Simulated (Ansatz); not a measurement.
# Work function of Ta(111): what the settings cost and change

Aim: the work function of Ta(111) across levels of theory at one geometry.

Main program and level: Ansatz 0.2.0; plane-wave DFT, PBE, Ansatz PAW, in the first sound run; inputs show where later runs differ.

The experiments to compare with:

“Anisotropic work function of elemental crystals” (2019, arxiv:1902.07811) quotes from earlier work for Ta (clean (111) face, a compiled value): work function (clean (111) face, a compiled value) 3.5 eV.

### Step 1. Starting point

The cell holds 11 atoms: 11 Ta. Its edges and angles: a = 4.681 Å, b = 4.681 Å, c = 27.555 Å, α = 90.0°, β = 90.0°, γ = 60.0°. Vacuum lies along c.

### Step 2. Run, setting PBE, Ansatz PAW (420 eV)

A work function rests on the faint tail of the density, so the SCF threshold is tight. PBE on the default files comes first; the next runs keep the geometry and change functional or files, each at the cutoff that its files recommend; a relaxation and, for heavy metals, spin-orbit coupling close the ladder.

File input.yaml:

```yaml
crystal:
  lattice:
    - [4.6810468915, 0.0, 0.0]
    - [2.3405234457, 4.0539055243, 0.0]
    - [0.0, 0.0, 27.5551469551]
  atoms:
    - { symbol: Ta, position: [0.6666666667, 0.6666666667, 0.3266177464] }
    - { symbol: Ta, position: [0.0, 0.0, 0.3612941971] }
    - { symbol: Ta, position: [0.3333333333, 0.3333333333, 0.3959706478] }
    - { symbol: Ta, position: [0.6666666667, 0.6666666667, 0.4306470986] }
    - { symbol: Ta, position: [0.0, 0.0, 0.4653235493] }
    - { symbol: Ta, position: [0.3333333333, 0.3333333333, 0.5] }
    - { symbol: Ta, position: [0.6666666667, 0.6666666667, 0.5346764507] }
    - { symbol: Ta, position: [0.0, 0.0, 0.5693529014] }
    - { symbol: Ta, position: [0.3333333333, 0.3333333333, 0.6040293522] }
    - { symbol: Ta, position: [0.6666666667, 0.6666666667, 0.6387058029] }
    - { symbol: Ta, position: [0.0, 0.0, 0.6733822536] }
kpoints:
  mp_grid: { grid: [10, 10, 1] }
hamiltonian:
  xc: pbe
scf:
  occupations: { method: fermi_dirac, width: 0.1 }
  convergence: { dr2_threshold: 1.0e-09 }
efield:
  axis: 3
  dipole_correction: true
  ramp_position: 0.97
  ramp_width: 0.06
output:
  write_potential: true
  write_density: true
  volumetric_format: npy
  elf: true
```

Started as:

```
$ ansatz run input.yaml --threads 4 --pin off --max-ram 6144MiB --backend cpu --events-out ev --progress --plain --runs-dir out
```

What it wrote:

```text
Engine: ansatz 0.2.0, aarch64-unknown-linux-gnu
Pseudopotentials: kind: paw
Pseudopotential: Ta, paw, valence charge 13, recommended cutoff 420 eV (normal), Ta.paw.azcp
Functional definition: PBE
  parameter kappa = 0.804
  parameter beta = 0.066725
  exchange = pbe_x(kappa = kappa, mu = beta*pi^2/3)
  correlation = pbe_c(beta = beta)
Crystal: 11 atoms, lattice volume = 522.901 Å³
Basis set: ecut = 420 eV, 10215 PW (Γ)
Bands: 86, of which v1, the nominal top of the filled ones, is band 72 counted from 1 (71 counted from 0)
Symmetry: 6 space group operations
k-points: 14 of 100 (time reversal used)
Non-local potential: Ta, projectors of the file, l = 0: 3, l = 1: 2, l = 2: 2, l = 3: 1
PAW form: soft (Blöchl's): semilocal exchange-correlation on the pseudo side does not see the compensation charge
PAW one-centre angular grid: Ta, 590 points (default); XC on 64 Gauss nodes
Initial density: superposition of atomic densities (neutral atoms: chi_scale 0, normalization atom), corrected by the library's trained network
Initial wavefunctions: pseudopotential atomic-orbital guess
Functional: x = pbe(κ = 0.804, μ = 0.219515), c = pbe(β = 0.066725)
SCF iter   1: F=—  HF=-109247.800659 eV  |F-HF|=—  |Δ(HF+E_count)|=         —  Δρ=4.50e-3  dr2=1.14e0  ethr=1.77e-3  p=0.000 e·Å  D=5.17e-14 V/Å  ΔV_dip=-0.00 eV  dr2_dipole=1.48e-7  V_vac-E_F(+/−)=3.94/3.94 eV  ⟨swp⟩=10.7  Hψ=6070  notcnv=0
efield: sawtooth ramp at fractional position 0.9700 (set: `efield.ramp_position`, or a place that a band, a saddle search or an elastic batch's reference lends), width 0.0600; the density the first Hamiltonian is built on has a dipole p = 0.000 e·Å; the dipole correction subtracts the counter field D = 5.17e-14 V/Å, which shifts the + side's vacuum level by -0.00 eV against the − side's; the planar-averaged density in the ramp window peaks in size at 1.3e-5 e/Å³
preconditioner: auto → LDOS  [metal: Δε(μ)=0.022 eV  Ē_g=3.458 eV  σ=0.100 eV  W_gap=0.05  n_scr=96 (ndim 8)  ℏωp=12.0 eV  f_vac=0.531  D(μ)=15.04/eV (n_scr^D=110)  β→1.0]
SCF iter   2: F=—  HF=-109247.752928 eV  |F-HF|=—  |Δ(HF+E_count)|=   4.77e-2  Δρ=1.56e-3  dr2=2.37e-2  ethr=7.96e-4  p=0.000 e·Å  D=1.06e-5 V/Å  ΔV_dip=-0.00 eV  dr2_dipole=3.11e-6  V_vac-E_F(+/−)=3.56/3.56 eV  ⟨swp⟩=3.1  Hψ=1589  notcnv=0
SCF iter   3: F=—  HF=-109247.755514 eV  |F-HF|=—  |Δ(HF+E_count)|=   2.59e-3  Δρ=5.82e-4  dr2=8.77e-3  ethr=1.66e-5  p=-0.000 e·Å  D=-1.31e-6 V/Å  ΔV_dip=0.00 eV  dr2_dipole=2.97e-9  V_vac-E_F(+/−)=3.56/3.56 eV  ⟨swp⟩=2.2  Hψ=1918  notcnv=0
SCF iter   4: F=—  HF=-109247.754928 eV  |F-HF|=—  |Δ(HF+E_count)|=   5.86e-4  Δρ=1.41e-4  dr2=2.07e-4  ethr=6.13e-6  p=-0.000 e·Å  D=-7.34e-6 V/Å  ΔV_dip=0.00 eV  dr2_dipole=1.98e-8  V_vac-E_F(+/−)=3.52/3.52 eV  ⟨swp⟩=2.1  Hψ=1620  notcnv=0
SCF iter   5: F=—  HF=-109247.754958 eV  |F-HF|=—  |Δ(HF+E_count)|=   3.00e-5  Δρ=5.07e-5  dr2=4.98e-5  ethr=1.45e-7  p=-0.000 e·Å  D=-1.85e-6 V/Å  ΔV_dip=0.00 eV  dr2_dipole=4.50e-9  V_vac-E_F(+/−)=3.51/3.51 eV  ⟨swp⟩=3.7  Hψ=2534  notcnv=0
SCF iter   6: F=—  HF=-109247.754977 eV  |F-HF|=—  |Δ(HF+E_count)|=   1.84e-5  Δρ=2.56e-5  dr2=7.76e-6  ethr=3.48e-8  p=-0.000 e·Å  D=-2.08e-6 V/Å  ΔV_dip=0.00 eV  dr2_dipole=4.04e-12  V_vac-E_F(+/−)=3.50/3.50 eV  ⟨swp⟩=2.0  Hψ=1639  notcnv=0
SCF iter   7: F=—  HF=-109247.755567 eV  |F-HF|=—  |Δ(HF+E_count)|=   5.90e-4  Δρ=4.66e-6  dr2=3.17e-7  ethr=5.43e-9  p=-0.000 e·Å  D=-1.30e-6 V/Å  ΔV_dip=0.00 eV  dr2_dipole=1.76e-10  V_vac-E_F(+/−)=3.50/3.50 eV  ⟨swp⟩=2.1  Hψ=1778  notcnv=0
SCF iter   8: F=—  HF=-109247.755567 eV  |F-HF|=—  |Δ(HF+E_count)|=   1.54e-7  Δρ=1.43e-6  dr2=1.86e-8  ethr=2.22e-10  p=-0.000 e·Å  D=-8.05e-7 V/Å  ΔV_dip=0.00 eV  dr2_dipole=3.55e-11  V_vac-E_F(+/−)=3.50/3.50 eV  ⟨swp⟩=2.8  Hψ=2205  notcnv=0
SCF iter   9: F=—  HF=-109247.755567 eV  |F-HF|=—  |Δ(HF+E_count)|=   1.19e-8  Δρ=3.36e-7  dr2=1.04e-9  ethr=1.30e-11  p=-0.000 e·Å  D=-9.00e-7 V/Å  ΔV_dip=0.00 eV  dr2_dipole=3.93e-12  V_vac-E_F(+/−)=3.50/3.50 eV  ⟨swp⟩=2.7  Hψ=2298  notcnv=0
SCF iter  10: F=-109247.755567 eV  HF=-109247.755567 eV  |F-HF|=2.33e-10  |Δ(HF+E_count)|=  6.69e-10  Δρ=1.19e-7  dr2=1.62e-10  ethr=1.00e-12  p=-0.000 e·Å  D=-7.65e-7 V/Å  ΔV_dip=0.00 eV  dr2_dipole=2.31e-12  V_vac-E_F(+/−)=3.50/3.50 eV  ⟨swp⟩=8.2  Hψ=3202  notcnv=0
SCF 1 converged in 10 iterations: F = -109247.755567 eV  dr2 = 1.62e-10
  greatest PAW one-centre occupation: 1.000 electrons in one spin orbital (limit 2), on the Ta atom at site 9 (counted from 0), in its partial waves of l = 0
WARN: The output density's exchange-correlation potential varies sharply where the density is thin. Do not read a vacuum level from v_tot or v_xc, or from such a field of the output density. On a cell that repeats whose density bears no net charge and no dipole along the vacuum's axis use v_es (v_loc + v_h of the components); under efield.dipole_correction with no amplitude use v_es + v_field, which holds any externa [...]
SCF converged after 10 iterations
Free energy (F): -109247.755567 eV
Harris-Foulkes:  -109247.755567 eV  (|F-HF|=2.33e-10)
Internal energy: -109247.235001 eV  (E = F + TS)
E sigma→0 (E₀):  -109247.495284 eV
Entropy (-TS):   -0.520566 eV (-47.324 meV/atom)
Fermi energy:    5.012447 eV
Dipole field:    D = -0.000002 V/Å  (p = -0.000006 e·Å, saw-weighted, corrected)
Work function:   Φ+ = 3.5000 eV   Φ− = 3.4999 eV
Levels:          The Fermi level and band energies are counted from a zero that moves with the ramp; work functions are not
--- Per-component energies (eV) ---
  E_band       = -3104.338034
  E_kinetic    = 4005.051403
  E_local      = -176917.681223  (includes V_loc(G=0)·N_el)
  E_nonlocal   = 163.511010
  E_hartree    = 86555.988475
  E_xc         = -2390.863895
  E_vxc        = -2228.244333  (∫ρ·V_xc dr)
  E_paw        = -92360.565962  (= ΣΔE_a)
  E_vpaw       = -1238.951421  (= ΣTr[D̂ρ^β])
  E_aug_tail   = 0.001572  (compensation charges beyond the density's cutoff)
  E_efield     = 0.000000  (sawtooth field / dipole correction)
  E_vefield    = 0.000000  (∫n·V_field dr)
  E_ewald      = 71697.323618
  E_smearing   = -0.520566  (= −TS)
  E_closure    = -0.000000  (closes the sum)
  Σ components = -109247.755567   (vs F -109247.755567, Δ=0.00e0)
--- Band table (eV; the first three rows and the last of 14) ---
  k-point 0: bands = [... 68 lower, 4.3920, 4.6015, 4.6015, 4.9037, 4.9037, 5.0305, 5.2163, 5.4603, ... 10 higher]
  k-point 1: bands = [... 68 lower, 4.4879, 4.6823, 4.7085, 4.9395, 4.9865, 5.1407, 5.2794, 5.4421, ... 10 higher]
  k-point 2: bands = [... 68 lower, 4.7880, 4.7956, 4.8622, 5.1205, 5.1427, 5.3427, 5.4123, 5.4401, ... 10 higher]
  k-point 13: bands = [... 68 lower, 4.6074, 4.7044, 4.7578, 4.8868, 4.9016, 4.9841, 5.1206, 5.2694, ... 10 higher]
```

Wall time 75 s (4 threads of Arm Neoverse N1, shared host); peak memory 1.4 GiB.

Reading the cycles: dr2 is the Hartree energy of the density residual (eV), the measure of convergence; HF is the Harris–Foulkes estimate of the energy, which meets the free energy F at convergence.

Read from the output:

```
energy at zero smearing   : -109247.4953 eV
work function, upper face : 3.500 eV
```

Running mean over 0.9555 Å of the planar mean; the ramp of the sawtooth is left out. Table of electron's electrostatic potential energy less the Fermi level by z:

```
z (Å)  electron's electrostatic potential energy less the Fermi level (eV)
    4                                                                 3.50
    5                                                                 3.50
    6                                                                 3.46
    7                                                                 3.17
    8                                                                0.485
    9                                                                -7.73
   10                                                                -10.0
   11                                                                -10.1
   12                                                               -10.00
   13                                                                -9.99
   14                                                                -9.99
   15                                                                -9.98
   16                                                                -10.0
   17                                                                -10.0
   18                                                                -9.77
   19                                                                -4.09
   20                                                                 2.36
   21                                                                 3.38
   22                                                                 3.49
   23                                                                 3.50
   24                                                                 3.50
```

ELF in the ca plane at fractional y = 0.000, with atoms of Ta within 0.2 Å of it. It is the smooth field of the valence electrons, not physical close to the nuclei.

Values, 7 rows by 16 columns, each cell a mean:
```
0.33 0.28 0.58 0.43 0.37 0.58 0.38 0.39 0.58 0.36 0.44 0.58 0.21 0.05 0.01 0.00
0.34 0.37 0.32 0.35 0.39 0.31 0.38 0.38 0.31 0.40 0.39 0.31 0.14 0.05 0.01 0.00
0.18 0.31 0.46 0.40 0.41 0.46 0.41 0.41 0.45 0.40 0.41 0.41 0.27 0.07 0.01 0.00
0.11 0.20 0.40 0.33 0.33 0.41 0.33 0.32 0.39 0.33 0.31 0.37 0.29 0.08 0.01 0.00
0.23 0.37 0.43 0.42 0.44 0.43 0.44 0.45 0.42 0.43 0.45 0.37 0.23 0.06 0.01 0.00
0.36 0.32 0.40 0.33 0.35 0.40 0.34 0.34 0.40 0.36 0.37 0.41 0.13 0.05 0.01 0.00
0.32 0.31 0.48 0.46 0.40 0.47 0.42 0.43 0.48 0.39 0.47 0.49 0.26 0.05 0.01 0.00
```
Columns run along c (16.0 Å, from fractional 0.27 to 0.85 of the cell), rows up along a (4.7 Å). Atoms in or near the plane, at fractional coordinates: Ta at (0.36, 0.00), Ta at (0.47, 0.00), Ta at (0.57, 0.00), Ta at (0.67, 0.00).

Valence density in the ca plane at fractional y = 0.000, with atoms of Ta within 0.2 Å of it. It is the smooth field of the valence electrons, not physical close to the nuclei.

Ten even steps from '0' (0.0 e/Å³) to '9' (4.3 e/Å³), each cell a mean:
```
00001599830015998200169972002699710000000000
00000145310002553100025531001255300000000000
00000011000000110000001100000011000000000000
00000000000000000000000000000000000000000000
00000000000000000000000000000000000000000000
00000000000000000000000000000000000000000000
00000000000000000000000000000000000000000000
00000000000000000000000000000000000000000000
00000000000000000000000000000000000000000000
00000122100001221000012210000122100000000000
00000389620014896200148951001488510000000000
00001698941016989300279983002799820000000000
```
Columns run along c (16.0 Å, from fractional 0.27 to 0.85 of the cell), rows up along a (4.7 Å). Atoms in or near the plane, at fractional coordinates: Ta at (0.36, 0.00), Ta at (0.47, 0.00), Ta at (0.57, 0.00), Ta at (0.67, 0.00).

Electrostatic potential energy in the ca plane at fractional y = 0.000, with atoms of Ta within 0.2 Å of it. With pseudopotentials it is smooth inside the atoms' cores, unlike the true potential.

Ten even steps from '0' (-62 eV) to '9' (9 eV), each cell a mean:
```
99997400158974002688730026886300268999999999
99998644579986445799864458998644579999999999
99999887899998878999988789999887899999999999
99999999999999999999999999999999999999999999
99999999999999999999999999999999999999999999
99999999999999999999999999999999999999999999
99999999999999999999999999999999999999999999
99999999999999999999999999999999999999999999
99999998999999989999999899999988999999999999
99999866789997667899976678999766789999999999
99998521368985213789752147997411478999999999
99997300058873001588730016886200168999999999
```
Columns run along c (16.0 Å, from fractional 0.27 to 0.85 of the cell; values clipped at the 3rd and 97th percentile), rows up along a (4.7 Å). Atoms in or near the plane, at fractional coordinates: Ta at (0.36, 0.00), Ta at (0.47, 0.00), Ta at (0.57, 0.00), Ta at (0.67, 0.00).

The work function is 3.500 eV.

### Step 3. Slab

This step: plane-wave DFT, LDA, Ansatz PAW (Ansatz 0.2.0).

Edit input.yaml of step 2 so:

```diff
@@ -20,3 +20,3 @@
 hamiltonian:
-  xc: pbe
+  xc: lda
 scf:
@@ -33,2 +33 @@
   volumetric_format: npy
-  elf: true
```

What it wrote:

```text
[...]
Crystal: 11 atoms, lattice volume = 522.901 Å³
Basis set: ecut = 420 eV, 10215 PW (Γ)
Bands: 86, of which v1, the nominal top of the filled ones, is band 72 counted from 1 (71 counted from 0)
Symmetry: 6 space group operations
k-points: 14 of 100 (time reversal used)
[...]
k-point 0: bands = [... 68 lower, 4.0929, 4.3033, 4.3033, 4.5806, 4.5806, 4.7192, 4.8990, 5.1137, ... 10 higher]
  k-point 1: bands = [... 68 lower, 4.1827, 4.3848, 4.4148, 4.6233, 4.6645, 4.8353, 4.9624, 5.0977, ... 10 higher]
  k-point 2: bands = [... 68 lower, 4.4858, 4.5190, 4.5561, 4.8013, 4.8579, 5.0351, 5.0768, 5.1394, ... 10 higher]
  k-point 13: bands = [... 68 lower, 4.3097, 4.4023, 4.4690, 4.5923, 4.6030, 4.7122, 4.8209, 4.9781, ... 10 higher]
[key lines of the parts left out:]
SCF converged after 10 iterations
Free energy (F): -106500.214232 eV
Fermi energy:    4.711988 eV
Dipole field:    D = -0.000000 V/Å  (p = -0.000001 e·Å, saw-weighted, corrected)
Work function:   Φ+ = 3.7743 eV   Φ− = 3.7742 eV
```

Elapsed: 70 s, on 4 threads; peak memory 1.4 GiB.

The work function is 3.774 eV, +0.274 eV from the run “PBE, Ansatz PAW (420 eV)”, at 0.96 times its CPU time.

### Step 4. Slab

This step: plane-wave DFT, PBEsol, Ansatz PAW (Ansatz 0.2.0).

Edit input.yaml of step 3 so:

```diff
@@ -20,3 +20,3 @@
 hamiltonian:
-  xc: lda
+  xc: pbesol
 scf:
```

What it wrote:

```text
[...]
Crystal: 11 atoms, lattice volume = 522.901 Å³
Basis set: ecut = 420 eV, 10215 PW (Γ)
Bands: 86, of which v1, the nominal top of the filled ones, is band 72 counted from 1 (71 counted from 0)
Symmetry: 6 space group operations
k-points: 14 of 100 (time reversal used)
[...]
k-point 0: bands = [... 68 lower, 4.2781, 4.4879, 4.4879, 4.7860, 4.7860, 4.9271, 5.1146, 5.3378, ... 10 higher]
  k-point 1: bands = [... 68 lower, 4.3724, 4.5687, 4.5960, 4.8229, 4.8690, 5.0379, 5.1764, 5.3201, ... 10 higher]
  k-point 2: bands = [... 68 lower, 4.6740, 4.6863, 4.7475, 5.0045, 5.0322, 5.2364, 5.2919, 5.3355, ... 10 higher]
  k-point 13: bands = [... 68 lower, 4.4947, 4.5909, 4.6450, 4.7730, 4.7873, 4.8745, 5.0060, 5.1553, ... 10 higher]
[key lines of the parts left out:]
SCF converged after 10 iterations
Free energy (F): -107863.554163 eV
Fermi energy:    4.899129 eV
Dipole field:    D = -0.000003 V/Å  (p = -0.000009 e·Å, saw-weighted, corrected)
Work function:   Φ+ = 3.5746 eV   Φ− = 3.5745 eV
```

Wall time 69 s (4 threads); peak memory 1.5 GiB; 3.5 min of CPU time.

The work function is 3.575 eV, +0.075 eV from the run “PBE, Ansatz PAW (420 eV)”, at 0.97 times its CPU time.

### Step 5. Run

This step: plane-wave DFT, RPBE, Ansatz PAW (Ansatz 0.2.0).

Edit input.yaml of step 4 so:

```diff
@@ -20,3 +20,3 @@
 hamiltonian:
-  xc: pbesol
+  xc: rpbe
 scf:
```

What it wrote:

```text
[...]
Crystal: 11 atoms, lattice volume = 522.901 Å³
Basis set: ecut = 420 eV, 10215 PW (Γ)
Bands: 86, of which v1, the nominal top of the filled ones, is band 72 counted from 1 (71 counted from 0)
Symmetry: 6 space group operations
k-points: 14 of 100 (time reversal used)
[...]
k-point 0: bands = [... 68 lower, 4.5151, 4.7238, 4.7238, 5.0330, 5.0330, 5.1689, 5.3547, 5.5969, ... 10 higher]
  k-point 1: bands = [... 68 lower, 4.6128, 4.8051, 4.8293, 5.0669, 5.1155, 5.2755, 5.4165, 5.5781, ... 10 higher]
  k-point 2: bands = [... 68 lower, 4.9073, 4.9170, 4.9863, 5.2500, 5.2611, 5.4726, 5.5456, 5.5702, ... 10 higher]
  k-point 13: bands = [... 68 lower, 4.7302, 4.8289, 4.8774, 5.0084, 5.0252, 5.0974, 5.2435, 5.3905, ... 10 higher]
[key lines of the parts left out:]
SCF converged after 10 iterations
Free energy (F): -109386.252546 eV
Fermi energy:    5.135976 eV
Dipole field:    D = 0.000001 V/Å  (p = 0.000002 e·Å, saw-weighted, corrected)
Work function:   Φ+ = 3.3541 eV   Φ− = 3.3542 eV
```

Elapsed: 69 s, on 4 threads; peak memory 1.4 GiB.

The work function is 3.354 eV, -0.146 eV from the run “PBE, Ansatz PAW (420 eV)”, at 0.96 times its CPU time.

### Step 6. Slab

This step: plane-wave DFT, r2SCAN, Ansatz PAW (Ansatz 0.2.0).

Edit input.yaml of step 5 so:

```diff
@@ -20,3 +20,3 @@
 hamiltonian:
-  xc: rpbe
+  xc: r2scan
 scf:
```

What it wrote:

```text
[...]
Crystal: 11 atoms, lattice volume = 522.901 Å³
Basis set: ecut = 500 eV, 13367 PW (Γ), exchange–correlation on 144×144×864 points (64 copies of the dense FFT grid, shifted against one another)
Bands: 86, of which v1, the nominal top of the filled ones, is band 72 counted from 1 (71 counted from 0)
Symmetry: 6 space group operations
[...]
k-point 0: bands = [... 68 lower, 4.3258, 4.5434, 4.5434, 4.8806, 4.8806, 5.0635, 5.2625, 5.5019, ... 10 higher]
  k-point 1: bands = [... 68 lower, 4.4355, 4.6296, 4.6486, 4.9109, 4.9655, 5.1596, 5.3220, 5.4800, ... 10 higher]
  k-point 2: bands = [... 68 lower, 4.7051, 4.7518, 4.8229, 5.0863, 5.1108, 5.3383, 5.4368, 5.4577, ... 10 higher]
  k-point 13: bands = [... 68 lower, 4.5555, 4.6510, 4.6959, 4.8355, 4.8594, 4.9053, 5.0889, 5.2405, ... 10 higher]
[key lines of the parts left out:]
SCF converged after 12 iterations
Free energy (F): -109379.772109 eV
Fermi energy:    4.972804 eV
Dipole field:    D = 0.000000 V/Å  (p = 0.000000 e·Å, saw-weighted, corrected)
Work function:   Φ+ = 3.4567 eV   Φ− = 3.4567 eV
```

Run time: 2.5 min. Hardware: 4 threads; peak memory 2.5 GiB.

The work function is 3.457 eV, -0.043 eV from the run “PBE, Ansatz PAW (420 eV)”, at 2.2 times its CPU time.

### Step 7. Slab

This step: plane-wave DFT, PBE, JTH PAW (Ansatz 0.2.0).

Edit input.yaml of step 6 so:

```diff
@@ -20,3 +20,4 @@
 hamiltonian:
-  xc: r2scan
+  xc: pbe
+  pseudopotentials: { kind: paw, source: jth }
 scf:
```

What it wrote:

```text
[...]
k-point 0: bands = [... 68 lower, 4.2620, 4.4719, 4.4719, 4.7767, 4.7767, 4.8959, 5.0829, 5.3353, ... 10 higher]
  k-point 1: bands = [... 68 lower, 4.3574, 4.5516, 4.5785, 4.8119, 4.8591, 5.0069, 5.1464, 5.3167, ... 10 higher]
  k-point 2: bands = [... 68 lower, 4.6566, 4.6628, 4.7331, 4.9917, 5.0121, 5.2109, 5.2855, 5.3075, ... 10 higher]
  k-point 13: bands = [... 68 lower, 4.4764, 4.5736, 4.6259, 4.7548, 4.7703, 4.8512, 4.9897, 5.1367, ... 10 higher]
[key lines of the parts left out:]
SCF converged after 14 iterations
Free energy (F): -108816.552761 eV
Fermi energy:    4.881545 eV
Dipole field:    D = 0.000000 V/Å  (p = 0.000000 e·Å, saw-weighted, corrected)
Work function:   Φ+ = 3.5023 eV   Φ− = 3.5023 eV
```

Run time: 8.2 min. Hardware: 4 threads; peak memory 5 GiB; 25 min of CPU time.

The work function is 3.502 eV, +0.002 eV from the run “PBE, Ansatz PAW (420 eV)”, at 6.9 times its CPU time.

(Part 1 of 2 ends here.)

[Long decimals in the printed logs are rounded to 6 places.]

[Logs are printed without paths, hosts, clocks, repeated set-up lines and the standing remarks that a program may print on its own settings, such as how far it seeks lower states.]

[Hosts, paths, dates, database ids (printed as entryN), source tags and the programs' standing remarks are cut or masked in the printed files.]

[Maps of the electrostatic potential energy from Ansatz leave out the sawtooth potential of an applied field or a dipole correction, so their vacuum need not be flat; planar profiles and work functions include it.]
